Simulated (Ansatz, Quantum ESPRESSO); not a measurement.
# Si3Mo (Pm-3m): zone-centre phonons, part 2 of 3

Aim: the zone-centre modes of Si3Mo (Pm-3m).

Quantum ESPRESSO 7.5; DFT PBE, scalar-relativistic, plane waves, SPMS norm-conserving pseudopotentials.

So far. Step 2 (A first look): No gap opens on this mesh, so smearing is kept; the start stands at -6.0 GPa. Step 4 (Ground state): The cell stands at -0.002 GPa, close enough for phonons. The relaxed cell has a = 3.817 Å (conventional setting).

The structure was built from a prototype and need not be the compound's stable phase.

### Step 5. Zone-centre response

At q = 0 one unit cell holds all displacements; symmetry groups them into irreducible representations that are solved one by one. With smeared occupations no response to a homogeneous field can be asked.

Input file ph.in:

```
phonons
 &inputph
    prefix='x',
    outdir='./tmp',
    fildyn='g.dyn',
    tr2_ph=1.0d-18,
    alpha_mix(1)=0.4,
    nmix_ph=8,
 /
0.000000000000 0.000000000000 0.000000000000
```

Run with:

```bash
> OMP_NUM_THREADS=1 mpirun -n 4 ph.x -nk 4 -in ph.in > ph.out
```

Log:

```text
[banners, grids, parts of the stress and lines that vanish by symmetry left out]
[banner, memory and clock lines left out]
Program PHONON v.7.5

     ./tmp/x.save/

     IMPORTANT: XC functional enforced from input :
     Exchange-correlation= PBE
                           (   1   4   3   4   0   0   0)
     Any further DFT definition will be discarded
     Please, verify this is what you really want

     G-vector sticks info

     Reading collected, re-writing distributed wavefunctions in ./tmp/

     Number and degeneracy of irreps per q-point
       N         xq(1)         xq(2)         xq(3)   N irreps
       1   0.000000000   0.000000000   0.000000000       4
        3   3   3   3

     Calculation of q =    0.0000000   0.0000000   0.0000000

     phonons

     bravais-lattice index     =            0
     lattice parameter (alat)  =       7.2134  a.u.
     unit-cell volume          =     375.3292 (a.u.)^3
     number of atoms/cell      =            4
     number of atomic types    =            2
     kinetic-energy cut-off    =      60.0000  Ry
     charge density cut-off    =     240.0000  Ry
     convergence threshold     =      1.0E-18
     beta                      =       0.4000
     number of iterations used =            8
     Exchange-correlation= PBE
                           (   1   4   3   4   0   0   0)

     celldm(1)=    7.21336  celldm(2)=    0.00000  celldm(3)=    0.00000
     celldm(4)=    0.00000  celldm(5)=    0.00000  celldm(6)=    0.00000

     crystal axes: (cart. coord. in units of alat)
               a(1) = (  1.0000  0.0000  0.0000 )
               a(2) = (  0.0000  1.0000  0.0000 )
               a(3) = (  0.0000  0.0000  1.0000 )

     reciprocal axes: (cart. coord. in units 2 pi/alat)
               b(1) = (  1.0000  0.0000  0.0000 )
               b(2) = (  0.0000  1.0000  0.0000 )
               b(3) = (  0.0000  0.0000  1.0000 )

     Atoms inside the unit cell:

     Cartesian axes

     site n.  atom      mass           positions (alat units)
        1  Mo     95.9500   tau(    1) = (    0.00000    0.00000    0.00000  )
        2  Si     28.0850   tau(    2) = (    0.00000    0.50000    0.50000  )
        3  Si     28.0850   tau(    3) = (    0.50000    0.00000    0.50000  )
        4  Si     28.0850   tau(    4) = (    0.50000    0.50000    0.00000  )

     Computing dynamical matrix for
                    q = (   0.0000000   0.0000000   0.0000000 )

     49 Sym.Ops. (with q -> -q+G )

     G cutoff =  316.3198  (  23583 G-vectors)     FFT grid: ( 36, 36, 36)

     number of k points=    35  Marzari-Vanderbilt smearing, width (Ry)=  0.0200
                       cart. coord. in units 2pi/alat
        k(    1) = (   0.0000000   0.0000000   0.0000000), wk =   0.0039062
        k(    2) = (   0.0000000   0.0000000   0.1250000), wk =   0.0234375
        k(    3) = (   0.0000000   0.0000000   0.2500000), wk =   0.0234375
        [... further k-points left out ...]

     PseudoPot. # 1 for Mo read from file:
     ./pseudo/Mo.upf
     Pseudo is Norm-conserving + core correction, Zval = 14.0
     Using radial grid of 1640 points,  6 beta functions with:
                l(1) =   0
                l(2) =   0
                l(3) =   1
                l(4) =   1
                l(5) =   2
                l(6) =   2

     PseudoPot. # 2 for Si read from file:
     ./pseudo/Si.upf
     Pseudo is Norm-conserving + core correction, Zval =  4.0
     Using radial grid of 1524 points,  6 beta functions with:
                l(1) =   0
                l(2) =   0
                l(3) =   1
                l(4) =   1
                l(5) =   2
                l(6) =   2

     Mode symmetry, O_h (m-3m)  point group:

     Atomic displacements:
     There are    4 irreducible representations

     Representation     1      3 modes -  To be done

     Representation     2      3 modes -  To be done

     Representation     3      3 modes -  To be done

     Representation     4      3 modes -  To be done

     Alpha used in Ewald sum =   2.3000

     Representation #   1 modes #   1   2   3

     Self-consistent Calculation
      iter #   1   av.it.:   7.0
      thresh= 1.000E-02 alpha_mix =  0.400 |ddv_scf|^2 =  2.918E-07
      iter #   2   av.it.:  14.2
      thresh= 5.402E-05 alpha_mix =  0.400 |ddv_scf|^2 =  2.674E-09
      iter #   3   av.it.:  14.6
      thresh= 5.171E-06 alpha_mix =  0.400 |ddv_scf|^2 =  2.462E-10
      iter #   4   av.it.:  14.8
      thresh= 1.569E-06 alpha_mix =  0.400 |ddv_scf|^2 =  1.260E-11
      iter #   5   av.it.:  15.1
      thresh= 3.549E-07 alpha_mix =  0.400 |ddv_scf|^2 =  1.327E-13
      iter #   6   av.it.:  15.6
      thresh= 3.643E-08 alpha_mix =  0.400 |ddv_scf|^2 =  1.383E-14
      iter #   7   av.it.:  15.8
      thresh= 1.176E-08 alpha_mix =  0.400 |ddv_scf|^2 =  4.397E-16
      iter #   8   av.it.:  15.5
      thresh= 2.097E-09 alpha_mix =  0.400 |ddv_scf|^2 =  9.772E-18
      iter #   9   av.it.:  15.4
      thresh= 3.126E-10 alpha_mix =  0.400 |ddv_scf|^2 =  1.928E-19

     End of self-consistent calculation

     Convergence has been achieved

     Representation #   2 modes #   4   5   6

     Self-consistent Calculation
      iter #   1   av.it.:   5.6
      thresh= 1.000E-02 alpha_mix =  0.400 |ddv_scf|^2 =  5.559E-08
      iter #   2   av.it.:  13.8
      thresh= 2.358E-05 alpha_mix =  0.400 |ddv_scf|^2 =  1.159E-09
      iter #   3   av.it.:  14.1
      thresh= 3.404E-06 alpha_mix =  0.400 |ddv_scf|^2 =  2.354E-10
      iter #   4   av.it.:  14.2
      thresh= 1.534E-06 alpha_mix =  0.400 |ddv_scf|^2 =  1.974E-11
      iter #   5   av.it.:  14.5
      thresh= 4.443E-07 alpha_mix =  0.400 |ddv_scf|^2 =  9.109E-14
[...]
End of self-consistent calculation

     Convergence has been achieved

     Representation #   3 modes #   7   8   9

     Self-consistent Calculation
[...]
End of self-consistent calculation

     Convergence has been achieved

     Representation #   4 modes #  10  11  12

     Self-consistent Calculation
[...]
iter #   2   av.it.:  14.4
      thresh= 8.481E-06 alpha_mix =  0.400 |ddv_scf|^2 =  1.211E-09
      iter #   3   av.it.:  15.0
      thresh= 3.480E-06 alpha_mix =  0.400 |ddv_scf|^2 =  6.499E-11
      iter #   4   av.it.:  14.9
      thresh= 8.061E-07 alpha_mix =  0.400 |ddv_scf|^2 =  2.772E-13
      iter #   5   av.it.:  15.5
      thresh= 5.265E-08 alpha_mix =  0.400 |ddv_scf|^2 =  2.462E-14
      iter #   6   av.it.:  15.0
      thresh= 1.569E-08 alpha_mix =  0.400 |ddv_scf|^2 =  1.043E-16
      iter #   7   av.it.:  15.6
      thresh= 1.021E-09 alpha_mix =  0.400 |ddv_scf|^2 =  1.145E-17
      iter #   8   av.it.:  15.4
      thresh= 3.384E-10 alpha_mix =  0.400 |ddv_scf|^2 =  4.627E-20

     End of self-consistent calculation

     Convergence has been achieved

     Number of q in the star =    1
     List of q in the star:
          1   0.000000000   0.000000000   0.000000000

     Diagonalizing the dynamical matrix

     q = (    0.000000000   0.000000000   0.000000000 )

 **************************************************************************
     freq (    1) =      -2.417368 [THz] =     -80.634718 [cm-1]
     freq (    2) =      -2.417368 [THz] =     -80.634718 [cm-1]
     freq (    3) =      -2.417368 [THz] =     -80.634718 [cm-1]
     freq (    4) =       0.024239 [THz] =       0.808525 [cm-1]
     freq (    5) =       0.024239 [THz] =       0.808525 [cm-1]
     freq (    6) =       0.024239 [THz] =       0.808525 [cm-1]
     freq (    7) =       5.827577 [THz] =     194.387029 [cm-1]
     freq (    8) =       5.827577 [THz] =     194.387029 [cm-1]
     freq (    9) =       5.827577 [THz] =     194.387029 [cm-1]
     freq (   10) =       6.960818 [THz] =     232.187906 [cm-1]
     freq (   11) =       6.960818 [THz] =     232.187906 [cm-1]
     freq (   12) =       6.960818 [THz] =     232.187906 [cm-1]
 **************************************************************************

     Mode symmetry, O_h (m-3m)  point group:

     freq (   1-   3) =        -80.6  [cm-1]   --> T_1u G_15  G_4- I
     freq (   4-   6) =          0.8  [cm-1]   --> T_1u G_15  G_4- I
     freq (   7-   9) =        194.4  [cm-1]   --> T_2u G_25  G_5-
     freq (  10-  12) =        232.2  [cm-1]   --> T_1u G_15  G_4- I
```

The job ended after 4.5 min (4 MPI ranks of Arm Neoverse V1, shared host).

Read from the output:

* largest acoustic frequency at the zone centre before the sum rule: 0.81 cm⁻¹
* highest optical zone-centre mode (no LO-TO term): 232.2 cm⁻¹
* lowest optical zone-centre mode: -80.63 cm⁻¹

The acoustic modes at Γ come out as far as 0.8 cm⁻¹ from zero, where they should vanish, a small numerical error. The lowest optical mode is imaginary, 81i cm⁻¹, an instability at this level and on this k mesh.

### Step 6. Zone-centre analysis

A rigid shift of the crystal must cost nothing, but grids and finite bases break this; the acoustic sum rule is imposed before the matrix is diagonalised again.

Input file dynmat.in:

```
 &input
    fildyn='g.dyn',
    asr='simple',
    fileig='dynmat.eig',
 /
```

Run with:

```bash
> dynmat.x -in dynmat.in > dynmat.out
```

Log:

```text
[banner, memory and clock lines left out]
Program DYNMAT v.7.5

     Reading Dynamical Matrix from file g.dyn
     ...Force constants read
     ...epsilon and Z* not read (not found on file)
     A direction for q was not specified:TO-LO splitting will be absent

     Polarizability (A^3 units)
     multiply by 1.000000 for Clausius-Mossotti correction
         0.000000    0.000000    0.000000
         0.000000    0.000000    0.000000
         0.000000    0.000000    0.000000

     IR activities are in (D/A)^2/amu units

# mode   [cm-1]    [THz]      IR
    1    -80.64   -2.4174    0.0000
    2    -80.64   -2.4174    0.0000
    3    -80.64   -2.4174    0.0000
    4     -0.00   -0.0000    0.0000
    5     -0.00   -0.0000    0.0000
    6      0.00    0.0000    0.0000
    7    194.39    5.8275    0.0000
    8    194.39    5.8275    0.0000
    9    194.39    5.8275    0.0000
   10    232.19    6.9608    0.0000
   11    232.19    6.9608    0.0000
   12    232.19    6.9608    0.0000

[end of the log left out, with the tail of the file of modes that dynmat.x writes under the same name]
```

Run time: 0.46 s. Hardware: 1 thread.

Numbers from this step:

| Quantity | Value |
| --- | --- |
| lowest optical zone-centre mode | -80.64 cm⁻¹ |

Unit eigenvectors of the mass-weighted matrix after the sum rule; no LO-TO term. The modes at Γ (shares of kinetic energy by element, %) (negative means imaginary):

| mode | frequency (cm⁻¹) | Mo % | Si % |
| --- | --- | --- | --- |
| 1 | -80.6 | 38 | 62 |
| 2 | -80.6 | 38 | 62 |
| 3 | -80.6 | 38 | 62 |
| 4 | 0.0 | 53 | 47 |
| 5 | 0.0 | 53 | 47 |
| 6 | 0.0 | 53 | 47 |
| 7 | 194.4 | 0 | 100 |
| 8 | 194.4 | 0 | 100 |
| 9 | 194.4 | 0 | 100 |
| 10 | 232.2 | 9 | 91 |
| 11 | 232.2 | 9 | 91 |
| 12 | 232.2 | 9 | 91 |

Displacements in mode 2 (-80.6 cm⁻¹), the largest set to 1:
```
Mo1  0.00  0.00 -0.45
Si2  0.00  0.00  0.28
Si3  0.00  0.00  0.28
Si4  0.00  0.00  1.00
```

Displacements in mode 11 (232.2 cm⁻¹), the largest set to 1:
```
Mo1  0.00 -0.07  0.29
Si2  0.00  0.23 -1.00
Si3  0.00 -0.24 -1.00
Si4  0.00  0.23  1.00
```

The rule moves no optical mode by more than 0.1 cm⁻¹.

### Step 7. Sum rules set otherwise (asr crystal)

The rule can be imposed in more than one way; the choices should agree where the raw error is small.

Input file dynmat.in:

```
 &input
    fildyn='g.dyn',
    asr='crystal',
    fileig='dynmat.eig',
 /
```

Run with:

```bash
> dynmat.x -in dynmat.in > dynmat.out
```

Log:

```text
[banner, memory and clock lines left out]
Program DYNMAT v.7.5

     Reading Dynamical Matrix from file g.dyn
     ...Force constants read
     ...epsilon and Z* not read (not found on file)
     Acoustic Sum Rule: || Z*(ASR) - Z*(orig)|| =    0.000000E+00
     Acoustic Sum Rule: ||dyn(ASR) - dyn(orig)||=    7.973940E-06
     A direction for q was not specified:TO-LO splitting will be absent

     Polarizability (A^3 units)
     multiply by 1.000000 for Clausius-Mossotti correction
         0.000000    0.000000    0.000000
         0.000000    0.000000    0.000000
         0.000000    0.000000    0.000000

     IR activities are in (D/A)^2/amu units

# mode   [cm-1]    [THz]      IR
    1    -80.63   -2.4173    0.0000
    2    -80.63   -2.4173    0.0000
    3    -80.63   -2.4173    0.0000
    4     -0.00   -0.0000    0.0000
    5     -0.00   -0.0000    0.0000
    6      0.00    0.0000    0.0000
    7    194.39    5.8276    0.0000
    8    194.39    5.8276    0.0000
    9    194.39    5.8276    0.0000
   10    232.19    6.9608    0.0000
   11    232.19    6.9608    0.0000
   12    232.19    6.9608    0.0000

[end of the log left out, with the tail of the file of modes that dynmat.x writes under the same name]
```

Run time: 0.46 s. Hardware: 1 thread.

This step gave:

```yaml
lowest_optical_zone_centre_mode: -80.63 cm⁻¹
```

Zone-centre frequencies as printed; negative means imaginary. Modes:

| mode | frequency (cm⁻¹) |
| --- | --- |
| 1 | -80.63 |
| 2 | -80.63 |
| 3 | -80.63 |
| 4 | 0 |
| 5 | 0 |
| 6 | 0 |
| 7 | 194.4 |
| 8 | 194.4 |
| 9 | 194.4 |
| 10 | 232.2 |
| 11 | 232.2 |
| 12 | 232.2 |

Against the first rule no mode moves by more than 0.1 cm⁻¹.

### Step 8. Sum rules set otherwise: a sum rule for molecules or wires on a crystal

This rule also removes rotations, which suits wires and not a crystal; it is tried to see the harm.

Input file dynmat.in:

```
 &input
    fildyn='g.dyn',
    asr='one-dim',
    fileig='dynmat.eig',
 /
```

Run with:

```bash
> dynmat.x -in dynmat.in > dynmat.out
```

Log:

```text
[banner, memory and clock lines left out]
Program DYNMAT v.7.5

     Reading Dynamical Matrix from file g.dyn
     ...Force constants read
     ...epsilon and Z* not read (not found on file)
asr rotation axis in 1D system=    3
     Acoustic Sum Rule: || Z*(ASR) - Z*(orig)|| =    0.000000E+00
     Acoustic Sum Rule: ||dyn(ASR) - dyn(orig)||=    7.946107E-02
     A direction for q was not specified:TO-LO splitting will be absent

     Polarizability (A^3 units)
     multiply by 1.000000 for Clausius-Mossotti correction
         0.000000    0.000000    0.000000
         0.000000    0.000000    0.000000
         0.000000    0.000000    0.000000

     IR activities are in (D/A)^2/amu units

# mode   [cm-1]    [THz]      IR
    1    -80.63   -2.4173    0.0000
    2    -80.63   -2.4173    0.0000
    3     -0.00   -0.0000    0.0000
    4     -0.00   -0.0000    0.0000
    5      0.00    0.0000    0.0000
    6      0.00    0.0000    0.0000
    7     99.63    2.9869    0.0000
    8    194.39    5.8276    0.0000
    9    194.39    5.8276    0.0000
   10    232.19    6.9608    0.0000
   11    232.19    6.9608    0.0000
   12    234.06    7.0169    0.0000

[end of the log left out, with the tail of the file of modes that dynmat.x writes under the same name]
```

It took 0.46 s on 1 thread.

The run ended normally, but on settings that are not sound.

The fault: a sum rule for molecules or wires on a crystal; 1 optical mode is projected out to zero frequency, as if it were a rotation.

For a crystal the rule has to be 'simple' or 'crystal'.

Zone-centre frequencies as printed; negative means imaginary. Modes:

| mode | frequency (cm⁻¹) |
| --- | --- |
| 1 | -80.63 |
| 2 | -80.63 |
| 3 | 0 |
| 4 | 0 |
| 5 | 0 |
| 6 | 0 |
| 7 | 99.63 |
| 8 | 194.4 |
| 9 | 194.4 |
| 10 | 232.2 |
| 11 | 232.2 |
| 12 | 234.1 |

(Part 2 of 3 ends here.)

[Host names and launcher messages were left out of these logs when they were recorded.]

[Logs are printed without paths, hosts, clocks, repeated set-up lines and the standing remarks that a program may print on its own settings, such as how far it seeks lower states.]

[Hosts, paths, dates, database ids (printed as entryN), source tags and the programs' standing remarks are cut or masked in the printed files.]
